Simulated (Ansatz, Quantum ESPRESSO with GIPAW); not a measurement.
**SnClF: from the crystal structure to its NMR spectrum**

What would the 19F NMR spectrum of SnClF look like, and which site gives which line?

Calculated with Quantum ESPRESSO with GIPAW 8.0dev (patched build); DFT, PBEsol, plane-wave PAW (pslibrary 1.0.0 recipes), scalar-relativistic, GIPAW; a patched development version of the program.

Most raw output is cut from this account.

## 1. The structure

It takes space group P4/nmm (No. 129, tetragonal). The conventional cell has a = 4.055 Å, b = 4.055 Å, c = 7.364 Å, α = 90.00°, β = 90.00°, γ = 90.00°. Nearest to Sn lie 4 F at 2.50 Å and 4 Cl at 3.05 Å. Nearest to Cl lie 4 Sn at 3.05 Å. Nearest to F lie 4 Sn at 2.50 Å. Farther neighbours and most contacts between anions are not listed.

The cell is a computed entry of the Materials Project; it need not be the form that is stable at ambient conditions.

This structure had its atoms relaxed beforehand (DFT, PBEsol, plane-wave PAW, default files (PAW set soft_2), scalar-relativistic, Ansatz), starting from the database entry, since shieldings follow bond lengths closely.

## 2. Ground state

First the ground state. The response equations take the occupied wavefunctions as exact, so conv_thr is set much tighter than for an energy. No empty states are asked for: the response is solved without them. The mesh has a spacing of 0.23 Å⁻¹ at most. The PAW files were made with ld1.x from the pslibrary 1.0.0 recipes, with GIPAW reconstruction switched on (the recipe of F slightly mended, as the packaged one fails to give a sound file).

Input file scf.in:

```
&control
  calculation = 'scf'
  prefix = 'x'
  outdir = './tmp/'
  pseudo_dir = './'
/
&system
  ibrav = 0
  nat = 6
  ntyp = 3
  ecutwfc = 55
  ecutrho = 330
  nbnd = 28
/
&electrons
  conv_thr = 1.0d-10
  mixing_beta = 0.7
  electron_maxstep = 100
/
ATOMIC_SPECIES
  Sn 118.710 Sn.pbesol-dn-kjpaw_psl.1.0.0-gipaw.UPF
  Cl 35.450 Cl.pbesol-n-kjpaw_psl.1.0.0-gipaw.UPF
  F 18.998 F.pbesol-n-kjpaw_psl.1.0.0-gipaw.UPF
CELL_PARAMETERS angstrom
  4.05497800 0.00000000 0.00000000
  0.00000000 4.05497800 0.00000000
  0.00000000 0.00000000 7.36387000
ATOMIC_POSITIONS crystal
  Sn 0.50000000 0.00000000 0.19867776
  Sn 0.00000000 0.50000000 0.80132224
  Cl 0.00000000 0.50000000 0.34106698
  Cl 0.50000000 -0.00000000 0.65893302
  F -0.00000000 0.00000000 0.00000000
  F 0.50000000 0.50000000 0.00000000
K_POINTS automatic
  7 7 4 1 1 1
```

On the command line:

```console
mpirun -np 4 pw.x -nk 4 -in scf.in > scf.out
```

Run time: 30 s. Hardware: 4 MPI ranks of AMD EPYC 7R43, shared host; peak memory 0.73 GiB; 2 min of CPU time.

It converged in 14 cycles to an estimated accuracy of 4e-11 Ry, on 20 irreducible k-points.

## 3. Magnetic response

A uniform field breaks periodicity, so gipaw.x applies it as a wave of small q and takes the limit. It solves for the first-order states, builds the induced current and gets the field at each nucleus by Biot–Savart; the PAW spheres add what the smooth waves miss near the nuclei. pawproj makes the reconstruction use the PAW data sets' own projectors.

Input file nmr.in:

```
&inputgipaw
  job = 'nmr'
  prefix = 'x'
  tmp_dir = './tmp/'
  restart_mode = 'from_scratch'
  verbosity = 'low'
  q_gipaw = 0.01
  spline_ps = .true.
  conv_threshold = 1.0d-14
  use_nmr_macroscopic_shape = .false.
  pawproj(1) = .true.
  pawproj(2) = .true.
  pawproj(3) = .true.
/
```

On the command line:

```console
mpirun -np 4 gipaw.x -in nmr.in > nmr.out
```

Run time: 5.3 min. Hardware: 4 MPI ranks; peak memory 0.45 GiB; 21 min of CPU time.

The f-sum rule is met to 0.0069 of 50.3 (0.01 %). Converged shieldings require that this miss be small, but a small miss does not prove them.

From the symmetric part of each tensor, with principal values σ11 ≤ σ22 ≤ σ33: σ_iso is their mean, the span is σ33 − σ11 and the skew 3(σ_iso − σ22)/span. (gipaw.x prints an anisotropy in another convention.)

| site | atom no. | atoms in cell | σ_iso (ppm) | span (ppm) | skew |
| --- | --- | --- | --- | --- | --- |
| Sn | 1 | 2 | 3796 | 94 | -1.00 |
| Cl | 3 | 2 | 617.1 | 55.2 | 1.00 |
| F | 5 | 2 | 155.5 | 21.4 | 1.00 |

The macroscopic shape term is switched off. For a spherical sample the valence susceptibility of this run would add about 10 ppm to every site, a rough estimate, since the susceptibility converges slowly and lacks part of the PAW terms. Differences within the crystal don't depend on it, but shieldings of different compounds can't be compared to better than a few ppm without it.

An axis of order three or more runs through Sn, Cl and F, so two principal values coincide and the skew is ±1. In this run the largest span among the lighter atoms is that of Cl (site symmetry 4mm), with principal values 598.7, 598.7 and 654.0 ppm.

## 4. Electric field gradients

35Cl has a quadrupole moment, which couples to the field gradient and broadens the lines. The gradient is a property of the ground-state density and needs no response; it is taken from a second code that counts the whole PAW charge. C_Q = eQV_zz/h, with Q = -0.08112 barn for 35Cl.

This step: DFT, PBEsol, plane-wave PAW, default files (PAW set soft_2), scalar-relativistic, field gradients (Ansatz 0.2.0), on the same atoms.

Input file input.yaml:

```yaml
crystal:
  lattice:
    - [4.054978, 0.0, 0.0]
    - [0.0, 4.054978, 0.0]
    - [0.0, 0.0, 7.36387]
  atoms:
    - { symbol: Sn, position: [0.5, 0.0, 0.198677759] }
    - { symbol: Sn, position: [0.0, 0.5, 0.801322241] }
    - { symbol: Cl, position: [0.0, 0.5, 0.3410669791] }
    - { symbol: Cl, position: [0.5, 0.0, 0.6589330209] }
    - { symbol: F, position: [0.0, 0.0, 0.0] }
    - { symbol: F, position: [0.5, 0.5, 0.0] }
kpoints:
  mp_grid: { grid: [7, 7, 4] }
scf:
  occupations: { method: fixed }
hamiltonian:
  xc: pbesol
output:
  forces: false
  stress: false
  efg: { quadrupole_moments_barn: { Cl: -0.08112 } }
```

On the command line:

```console
ansatz run input.yaml --threads 4 --pin off --max-ram 8192MiB --backend cpu --events-out ev --progress --plain --runs-dir out
```

It took 1.7 s on 4 threads; peak memory 0.54 GiB; 5.1 s of CPU time.

gipaw.x (job efg) gives them too, in 3.4 s; on PAW files it lacks the augmentation charge of neighbouring atoms. V_zz in 10²¹ V/m²:

```csv
site,Ansatz,gipaw.x,"η_Q, first","η_Q, second"
Sn,2.997,2.718,0.00,0.00
Cl,-4.489,-4.282,0.00,0.00
F,0.129,-0.454,0.00,0.00
```

Among gradients over 0.05 the ratio is farthest from one on F, even in sign; the first column is used below.

Among nuclei of half-integer spin the second-order effect is largest for 35Cl on Cl (spin 3/2, C_Q 8.80 MHz): at 9.4 T it moves the centre of gravity of the MAS line by -1257 ppm from δ_iso, and by a quarter of that at twice the field, by δ_Q = −(3/40)(C_Q/ν0)²(1 + η²/3)[I(I+1) − 3/4]/[I²(2I−1)²] × 10⁶ ppm with ν0 = 39.3 MHz. A line so broad is out of reach of MAS and is recorded static.

## 5. From shieldings to shifts

A shielding is counted from the bare nucleus and a shift from a reference compound, with the opposite sign. A fitted line does better than one reference, as its slope takes up part of the functional's error.

Shifts follow from reference lines fitted to measured solids with this functional and these files. 19F: δ = (90.6 − σ) / 1.258, zero at CFCl3, fitted to 14 measured values, from BaF2, BaLiF3, CdF2, InF3, K3YF6, KF, LiF, MgF2 and NaF and others, with a scatter of 7.1 ppm r.m.s. (CaF2, LaF3 and ScF3 fall off this line, as semilocal functionals put their cations' empty d or f shells too low, and are left out), on σ without the shape term; 35Cl: δ = (909.6 − σ) / 1.084, zero at aqueous Cl-, fitted to 5 measured values, from AlCl3, CuCl, KCl, LiCl and NaCl, with a scatter of 4.3 ppm r.m.s., with σ taken with the shape term of a sphere (9.7 ppm here). Kinds of site that fitted badly were split off after the misses were seen, so the scatter is that of the points kept.

Covalently bonded atoms count as neighbours within 1.18 times the sum of their radii. Otherwise a cation's neighbours lie within 1.2 times its shortest bond (1.3 for large cations, each anion's radius taken off where they differ), and an anion's are the cations that count it.

```
site  atom no.  atoms in cell  surroundings     bonds (Å)  δ_iso (ppm)  C_Q (MHz)   η_Q
  Sn         1              2       SnF4Cl4  2.50 to 3.05            -          -     -
  Cl         3              2  bound to Sn4         3.053        260.9       8.80  0.00
   F         5              2  bound to Sn4         2.500        -51.7          -     -
```

Simulated spectrum, 19F MAS at 60 kHz, 11.7 T (468.9 MHz), lines broadened by 2 ppm; rigid lattice, with dipolar and J couplings left out: a single narrow line at -51.7 ppm.

Simulated spectrum: 35Cl static powder, 20 T (83.5 MHz), central transition to second order, lines broadened by 30 ppm; rigid lattice, with dipolar and J couplings and satellite transitions left out.

| δ (ppm) | intensity |
| --- | --- |
| 976 | 0.00 |
| 919 | 0.00 |
| 862 | 0.01 |
| 806 | 0.42 |
| 788 | 0.71 |
| 753 | 0.41 |
| 696 | 0.27 |
| 640 | 0.22 |
| 587 | 0.19 |
| 530 | 0.17 |
| 474 | 0.16 |
| 421 | 0.15 |
| 365 | 0.14 |
| 308 | 0.14 |
| 251 | 0.14 |
| 199 | 0.18 |
| 142 | 0.18 |
| 85 | 0.18 |
| 33 | 0.18 |
| -24 | 0.18 |
| -81 | 0.19 |
| -133 | 0.19 |
| -190 | 0.20 |
| -247 | 0.21 |
| -303 | 0.22 |
| -356 | 0.23 |
| -413 | 0.25 |
| -469 | 0.28 |
| -522 | 0.32 |
| -578 | 0.39 |
| -635 | 0.61 |
| -666 | 1.00 |
| -688 | 0.43 |
| -744 | 0.01 |
| -801 | 0.00 |
| -853 | 0.00 |

Most prominent maxima (ppm: height): 788: 0.71, -666: 1.00.

## 6. What came out

```yaml
19f_shift: -51.7 ppm
35cl_shift: 260.9 ppm
35cl_size_of_c_q: 8.80 MHz
119sn_shielding_without_shape_term: 3796 ppm
```

**Reading.** 19F has one site (bound to Sn4), with isotropic shift -51.7 ppm. 35Cl has one site (bound to Sn4), with isotropic shift 260.9 ppm and C_Q 8.80 MHz. No sound run at another cutoff or mesh is at hand, so convergence rests on the f-sum rule and on experience with these files. Spin-orbit coupling is missing, which matters for Sn and for the light atoms bound to such centres. The scalar-relativistic files are used with non-relativistic response operators, which weighs most on the heavy atoms' own shieldings. This build of gipaw.x prints that it is not audited and that its numbers are no references by themselves. It also reports spline_ps as false although the input sets it; why was not traced. Without spin-orbit coupling, gradients at and beside the heavy atoms are unsure.

[Logs are printed without paths, hosts, clocks, repeated set-up lines and the standing remarks that a program may print on its own settings, such as how far it seeks lower states.]

[Hosts, paths, dates, database ids (printed as entryN), source tags and the programs' standing remarks are cut or masked in the printed files.]

[Where no reference line passes its bar on scatter, no shift is given, so a measured shift of this compound may stand uncompared.]
